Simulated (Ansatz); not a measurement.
# Glassy 61P2O5-39K2O (mol %) (152 atoms): where an added charge goes

Aim: add and remove one electron in glassy 61P2O5-39K2O (mol %) (152 atoms), with atoms held and relaxed, and read trapping energy and localisation.

Program: Ansatz 0.2.0. Level of theory: Kohn-Sham DFT, PBEsol, PAW (set soft_2), plane waves. Values are calculated unless marked as measured.

## Step 1: Set-up

The cell holds 152 atoms: 34 P, 22 K and 96 O. Its edges and angles: a = 13.523 Å, b = 13.523 Å, c = 13.523 Å, α = 90.0°, β = 90.0°, γ = 90.0°. 152 atoms (34 P, 22 K, 96 O) placed at random at 2.47 g/cm³, melted at 4000 K for 10 ps at fixed volume with the Morse and Coulomb pair potential with partial charges (Pedone, Malavasi, Menziani, Cormack and Segre, J. Phys. Chem. B 110, 11780 (2006)). Quenched from 4000 K to 300 K at 500 K/ps and fixed volume, held 10 ps at zero pressure.

Limits known from the start: The quench rate of 500 K/ps is orders of magnitude faster than experiment, which tends to freeze in extra defects. The starting topology of bonds comes from the classical model, and needn't be the one that DFT or experiment would give. Sampling is at Γ alone, for a cell whose shortest periodic width is 14 Å.

## Step 2: Single point at the start

The forces at the start show how far the geometry lies from a minimum of this functional.

Contents of input.yaml:

```yaml
crystal:
  lattice:
    - [13.52271, 0.0, 0.0]
    - [0.0, 13.52271, 0.0]
    - [0.0, 0.0, 13.52271]
  atoms:
    - { symbol: P, position: [0.26523, 0.10954, 0.87583] }
    - { symbol: P, position: [0.41212, 0.91585, 0.67448] }
    - { symbol: P, position: [0.12827, 0.95623, 0.43478] }
    - { symbol: P, position: [0.29311, 0.87222, 0.1076] }
    - { symbol: P, position: [0.42478, 0.05026, 0.38826] }
    - { symbol: P, position: [0.0317, 0.62076, 0.55501] }
    - { symbol: P, position: [0.58898, 0.20831, 0.8684] }
    - { symbol: P, position: [0.08494, 0.21565, 0.81] }
    - { symbol: P, position: [0.31785, 0.55484, 0.41135] }
    - { symbol: P, position: [0.13577, 0.3325, 0.28695] }
    - { symbol: P, position: [0.82246, 0.05328, 0.04633] }
    - { symbol: P, position: [0.64796, 0.10557, 0.34505] }
    - { symbol: P, position: [0.00768, 0.41492, 0.45958] }
    - { symbol: P, position: [0.88198, 0.11508, 0.83226] }
    - { symbol: P, position: [0.7128, 0.22038, 0.15476] }
    - { symbol: P, position: [0.18448, 0.7386, 0.42084] }
    - { symbol: P, position: [0.16241, 0.58256, 0.73636] }
    - { symbol: P, position: [0.49935, 0.48914, 0.53496] }
    - { symbol: P, position: [0.37916, 0.297, 0.58434] }
    - { symbol: P, position: [0.50678, 0.1256, 0.66924] }
    - { symbol: P, position: [0.41989, 0.1995, 0.01527] }
    - { symbol: P, position: [0.05602, 0.67836, 0.24143] }
    - { symbol: P, position: [0.18213, 0.94806, 0.6586] }
    - { symbol: P, position: [0.82089, 0.71624, 0.55526] }
    - { symbol: P, position: [0.04705, 0.22903, 0.58564] }
    - { symbol: P, position: [0.33022, 0.25023, 0.36553] }
    - { symbol: P, position: [0.96347, 0.36764, 0.94146] }
    - { symbol: P, position: [0.86287, 0.48924, 0.77006] }
    - { symbol: P, position: [0.72626, 0.65894, 0.09997] }
    - { symbol: P, position: [0.25424, 0.37354, 0.74994] }
    - { symbol: P, position: [0.64132, 0.4091, 0.7771] }
    - { symbol: P, position: [0.37276, 0.83918, 0.3192] }
    [... 114 atom lines left out ...]
    - { symbol: O, position: [0.13779, 0.1919, 0.53251] }
    - { symbol: O, position: [0.45844, 0.87195, 0.58367] }
    - { symbol: O, position: [0.80351, 0.74029, 0.44766] }
    - { symbol: O, position: [0.33908, 0.26968, 0.48424] }
    - { symbol: O, position: [0.28759, 0.80451, 0.39018] }
    - { symbol: O, position: [0.59008, 0.4891, 0.83196] }
kpoints:
  mp_grid: { grid: [1, 1, 1] }
hamiltonian:
  xc: pbesol
scf:
  occupations: { method: gaussian, width: 0.05 }
output:
  forces: true
```

Command:

```sh
> ansatz run input.yaml --threads 4 --pin off --max-ram 15872MiB --backend cpu --events-out ev --progress --plain --runs-dir out
```

The program printed:

```text
[...]
Pseudopotentials: kind: paw
Pseudopotential: P, paw, valence charge 5, recommended cutoff 420 eV (normal), P.paw.azcp
Pseudopotential: K, paw, valence charge 9, recommended cutoff 420 eV (normal), K.paw.azcp
Pseudopotential: O, paw, valence charge 6, recommended cutoff 420 eV (normal), O.paw.azcp
[...]
Crystal: 152 atoms, lattice volume = 2472.813 Å³
Basis set: ecut = 420 eV, 48489 PW (Γ), exchange–correlation on 192×192×192 points (8 copies of the dense FFT grid, shifted against one another)
Bands: 624, of which v1, the nominal top of the filled ones, is band 472 counted from 1 (471 counted from 0)
Symmetry: 1 space group operations
Space group: P1 (ITA 1), of the structure as read, at distance tolerance 1.4e-4 Å
k-points: 1
[...]
Initial density: superposition of atomic densities (neutral atoms: chi_scale 0, normalization atom), corrected by the library's trained network
Initial wavefunctions: pseudopotential atomic-orbital guess
[...]
SCF iter   1: F=—  HF=-112414.793365 eV  |F-HF|=—  |Δ(HF+E_count)|=         —  Δρ=9.77e-3  dr2=2.10e0  ethr=1.77e-3  ⟨swp⟩=8.0  Hψ=3262  notcnv=0  defer=137
preconditioner: auto → Resta (q_TF=auto, 2.324 Å⁻¹)  ε∞=3.0  [insulator: Δε(μ)=2.226 eV  Ē_g=15.890 eV  σ=0.050 eV  W_gap=1.00  n_scr=514 (ndim 8)  ℏωp=22.4 eV  f_vac=0.214  D(μ)=0.00/eV (n_scr^D=0)  ε∞_Penn≈3.0]
SCF iter   2: F=—  HF=-112414.248987 eV  |F-HF|=—  |Δ(HF+E_count)|=   5.44e-1  Δρ=2.61e-3  dr2=2.24e-1  ethr=2.22e-4  ⟨swp⟩=3.0  Hψ=1122  notcnv=0  defer=144
SCF iter   3: F=—  HF=-112414.202896 eV  |F-HF|=—  |Δ(HF+E_count)|=   4.61e-2  Δρ=1.29e-3  dr2=8.57e-2  ethr=2.38e-5  ⟨swp⟩=3.0  Hψ=819  notcnv=0  defer=67
automatic band count: iteration 3 solves 547 bands in place of 624: the levels show a gap, and the empty bands left out lie too high to hold charge; the band table lists the bands solved (type scf.n_extra_bands for more)
SCF iter   4: F=—  HF=-112414.184163 eV  |F-HF|=—  |Δ(HF+E_count)|=   1.87e-2  Δρ=8.44e-4  dr2=1.78e-2  ethr=9.08e-6  ⟨swp⟩=3.0  Hψ=895  notcnv=0  defer=67
SCF iter   5: F=—  HF=-112414.180784 eV  |F-HF|=—  |Δ(HF+E_count)|=   3.38e-3  Δρ=2.55e-4  dr2=1.93e-3  ethr=1.89e-6  ⟨swp⟩=3.0  Hψ=1180  notcnv=0  defer=68
[...]
SCF iter  10: F=—  HF=-112414.182060 eV  |F-HF|=—  |Δ(HF+E_count)|=   8.41e-7  Δρ=2.79e-6  dr2=2.32e-7  ethr=2.05e-10  ⟨swp⟩=3.0  Hψ=1085  notcnv=0  defer=68
SCF iter  11: F=-112414.182061 eV  HF=-112414.182061 eV  |F-HF|=2.56e-8  |Δ(HF+E_count)|=   3.25e-7  Δρ=1.98e-6  dr2=8.55e-8  ethr=1.06e-11  ⟨swp⟩=6.0  Hψ=1934  notcnv=0
SCF 1 converged in 11 iterations: F = -112414.182061 eV  dr2 = 8.55e-8
[...]
SCF converged after 11 iterations
Free energy (F): -112414.182061 eV
Harris-Foulkes:  -112414.182061 eV  (|F-HF|=2.56e-8)
Internal energy: -112414.182061 eV  (E = F + TS)
E sigma→0 (E₀):  -112414.182061 eV
Fermi energy:    4.771767 eV
--- Per-component energies (eV) ---
[...]
Σ components = -112414.182061   (vs F -112414.182061, Δ=0.00e0)
--- Forces (eV/Å), atoms counted from 1 ---
  atom   1  P      4.37981380    -2.24272028    -3.10952954
  atom   2  P     -0.06065685    -1.90185158    -3.54539665
  atom   3  P      1.46515669     2.22069369    -0.96590883
  atom   4  P      1.15634672     3.21112480    -0.78516877
[...]
atom 152  O     -1.30699368     1.18674778     1.14327074
  max |Σ_I F_I| component: 7.57e-5 eV/Å
```

Elapsed: 42 s, on 4 threads of Arm Neoverse V2, shared host; peak memory 3.8 GiB.

Reading the cycles: dr2 is the Hartree energy of the density residual (eV), the measure of convergence; HF is the Harris–Foulkes estimate of the energy, which meets the free energy F at convergence.

The r.m.s. force at the start is 1.5 eV/Å.

## Step 3: Relaxation

The atoms are relaxed in the fixed cell, aiming at the force tolerance of the input.

Contents of input.yaml:

```yaml
crystal:
  lattice:
    - [13.52271, 0.0, 0.0]
    - [0.0, 13.52271, 0.0]
    - [0.0, 0.0, 13.52271]
  atoms:
    [... the 152 atom lines of step 2 ...]
kpoints:
  mp_grid: { grid: [1, 1, 1] }
hamiltonian:
  xc: pbesol
scf:
  occupations: { method: gaussian, width: 0.05 }
output:
  forces: true
relax:
  f_tol: 0.05
  max_steps: 120
```

The program printed:

```text
[...]
Pseudopotentials: kind: paw
Pseudopotential: P, paw, valence charge 5, recommended cutoff 420 eV (normal), P.paw.azcp
Pseudopotential: K, paw, valence charge 9, recommended cutoff 420 eV (normal), K.paw.azcp
Pseudopotential: O, paw, valence charge 6, recommended cutoff 420 eV (normal), O.paw.azcp
[... 3 lines on functional and potentials left out ...]
Crystal: 152 atoms, lattice volume = 2472.813 Å³
Basis set: ecut = 420 eV, 48489 PW (Γ), exchange–correlation on 192×192×192 points (8 copies of the dense FFT grid, shifted against one another)
Bands: 624, of which v1, the nominal top of the filled ones, is band 472 counted from 1 (471 counted from 0)
Symmetry: 1 space group operations
Space group: P1 (ITA 1), of the structure as read, at distance tolerance 1.4e-4 Å
k-points: 1
[... 10 lines on functional and potentials left out ...]
Initial density: superposition of atomic densities (neutral atoms: chi_scale 0, normalization atom), corrected by the library's trained network
Initial wavefunctions: pseudopotential atomic-orbital guess
[...]
SCF iter   1: F=—  HF=-112414.793365 eV  |F-HF|=—  |Δ(HF+E_count)|=         —  Δρ=9.77e-3  dr2=2.10e0  ethr=1.77e-3  ⟨swp⟩=8.0  Hψ=3262  notcnv=0  defer=137
preconditioner: auto → Resta (q_TF=auto, 2.324 Å⁻¹)  ε∞=3.0  [insulator: Δε(μ)=2.226 eV  Ē_g=15.890 eV  σ=0.050 eV  W_gap=1.00  n_scr=514 (ndim 8)  ℏωp=22.4 eV  f_vac=0.214  D(μ)=0.00/eV (n_scr^D=0)  ε∞_Penn≈3.0]
[...]
SCF iter   6: F=—  HF=-112414.181991 eV  |F-HF|=—  |Δ(HF+E_count)|=   6.36e-4  Δρ=1.49e-4  dr2=4.78e-4  ethr=2.08e-7  ⟨swp⟩=3.0  Hψ=1057  notcnv=0  defer=147
SCF iter   7: F=-112414.182040 eV  HF=-112414.182009 eV  |F-HF|=3.09e-5  |Δ(HF+E_count)|=   1.83e-5  Δρ=4.84e-5  dr2=5.34e-5  ethr=6.62e-9  ⟨swp⟩=5.0  Hψ=2324  notcnv=0
SCF 1 converged in 7 iterations: F = -112414.182040 eV  dr2 = 5.34e-5
[...]
relax step   1: F+E_penalty+E_count = -112414.18203996 eV  Δ(F+E_penalty+E_count) = +0.000e0 eV  max|allowed force component| = 5.076e0 eV/Å  Δτ_max = 0.0000 Å  (7 SCF iters, dr2 threshold 6.25e-5 eV, accepted)
[... from here on, the SCF cycles and remarks between the steps are left out, and one step in 5 is shown ...]
relax step   2: F+E_penalty+E_count = -112421.18268242 eV  Δ(F+E_penalty+E_count) = -7.001e0 eV  max|allowed force component| = 3.737e0 eV/Å  Δτ_max = 0.1985 Å  (7 SCF iters, dr2 threshold 1.00e-4 eV, accepted)
relax step   5: F+E_penalty+E_count = -112431.21120855 eV  Δ(F+E_penalty+E_count) = -1.213e0 eV  max|allowed force component| = 5.570e-1 eV/Å  Δτ_max = 0.1950 Å  (7 SCF iters, dr2 threshold 1.00e-4 eV, accepted)
relax step  10: F+E_penalty+E_count = -112433.97040084 eV  Δ(F+E_penalty+E_count) = -3.913e-1 eV  max|allowed force component| = 3.972e-1 eV/Å  Δτ_max = 0.1951 Å  (7 SCF iters, dr2 threshold 7.71e-5 eV, accepted)
relax step  15: F+E_penalty+E_count = -112435.36492598 eV  Δ(F+E_penalty+E_count) = -2.412e-1 eV  max|allowed force component| = 6.371e-1 eV/Å  Δτ_max = 0.1947 Å  (7 SCF iters, dr2 threshold 9.20e-5 eV, accepted)
relax step  20: F+E_penalty+E_count = -112436.52021377 eV  Δ(F+E_penalty+E_count) = -1.902e-1 eV  max|allowed force component| = 4.382e-1 eV/Å  Δτ_max = 0.1800 Å  (7 SCF iters, dr2 threshold 5.45e-5 eV, accepted)
relax step  25: F+E_penalty+E_count = -112437.13644748 eV  Δ(F+E_penalty+E_count) = -6.715e-2 eV  max|allowed force component| = 2.923e-1 eV/Å  Δτ_max = 0.1883 Å  (7 SCF iters, dr2 threshold 2.41e-5 eV, accepted)
relax step  30: F+E_penalty+E_count = -112437.57962446 eV  Δ(F+E_penalty+E_count) = -1.170e-1 eV  max|allowed force component| = 2.930e-1 eV/Å  Δτ_max = 0.1952 Å  (7 SCF iters, dr2 threshold 5.49e-5 eV, accepted)
relax step  35: F+E_penalty+E_count = -112437.93590132 eV  Δ(F+E_penalty+E_count) = -6.214e-2 eV  max|allowed force component| = 2.318e-1 eV/Å  Δτ_max = 0.1956 Å  (7 SCF iters, dr2 threshold 3.40e-5 eV, accepted)
relax step  40: F+E_penalty+E_count = -112438.30238588 eV  Δ(F+E_penalty+E_count) = -4.993e-2 eV  max|allowed force component| = 2.092e-1 eV/Å  Δτ_max = 0.1553 Å  (7 SCF iters, dr2 threshold 4.48e-5 eV, accepted)
relax step  45: F+E_penalty+E_count = -112438.47330988 eV  Δ(F+E_penalty+E_count) = -2.850e-2 eV  max|allowed force component| = 2.403e-1 eV/Å  Δτ_max = 0.1253 Å  (6 SCF iters, dr2 threshold 6.86e-5 eV, accepted)
relax step  50: F+E_penalty+E_count = -112438.71369034 eV  Δ(F+E_penalty+E_count) = -6.733e-2 eV  max|allowed force component| = 4.323e-1 eV/Å  Δτ_max = 0.1997 Å  (7 SCF iters, dr2 threshold 1.00e-4 eV, accepted)
relax step  53: F+E_penalty+E_count = -112438.89350338 eV  Δ(F+E_penalty+E_count) = -7.518e-2 eV  max|allowed force component| = 1.807e-1 eV/Å  Δτ_max = 0.1915 Å  (7 SCF iters, dr2 threshold 5.89e-5 eV, accepted)
Step cancelled. What follows is not a result of the run: it is the report of the last solve that finished, which converged after 7 SCF iterations.
Free energy (F): -112438.893503 eV
Harris-Foulkes:  -112438.893501 eV  (|F-HF|=2.69e-6)
Internal energy: -112438.893503 eV  (E = F + TS)
E sigma→0 (E₀):  -112438.893503 eV
Fermi energy:    4.776967 eV
--- Per-component energies (eV) ---
[...]
Σ components = -112438.893503   (vs F -112438.893503, Δ=0.00e0)
--- Forces (eV/Å), atoms counted from 1 ---
  atom   1  P     -0.04038402     0.05367761    -0.02471270
  atom   2  P      0.11548752    -0.01101467     0.10469577
  atom   3  P     -0.01286613     0.03295057    -0.06568760
  atom   4  P      0.02030574     0.02687797     0.03865846
[...]
atom 152  O     -0.00600214    -0.03530035    -0.00450983
  max |Σ_I F_I| component: 6.65e-4 eV/Å
End of that report.
Error: SIGTERM received: cancelled by the caller after 53 completed ionic steps
```

Run time: 27 min. Hardware: 4 threads; peak memory 3.9 GiB; 1.8 h of CPU time.

The relaxation was stopped at its limit after 53 steps, 24.7 eV below its start, with a largest force component of 0.18 eV/Å.

[end of part 1 of 4]

[Long decimals in the printed logs are rounded to 6 places.]

[Logs are printed without paths, hosts, clocks, repeated set-up lines and the standing remarks that a program may print on its own settings, such as how far it seeks lower states.]

[Hosts, paths, dates, database ids (printed as entryN), source tags and the programs' standing remarks are cut or masked in the printed files.]
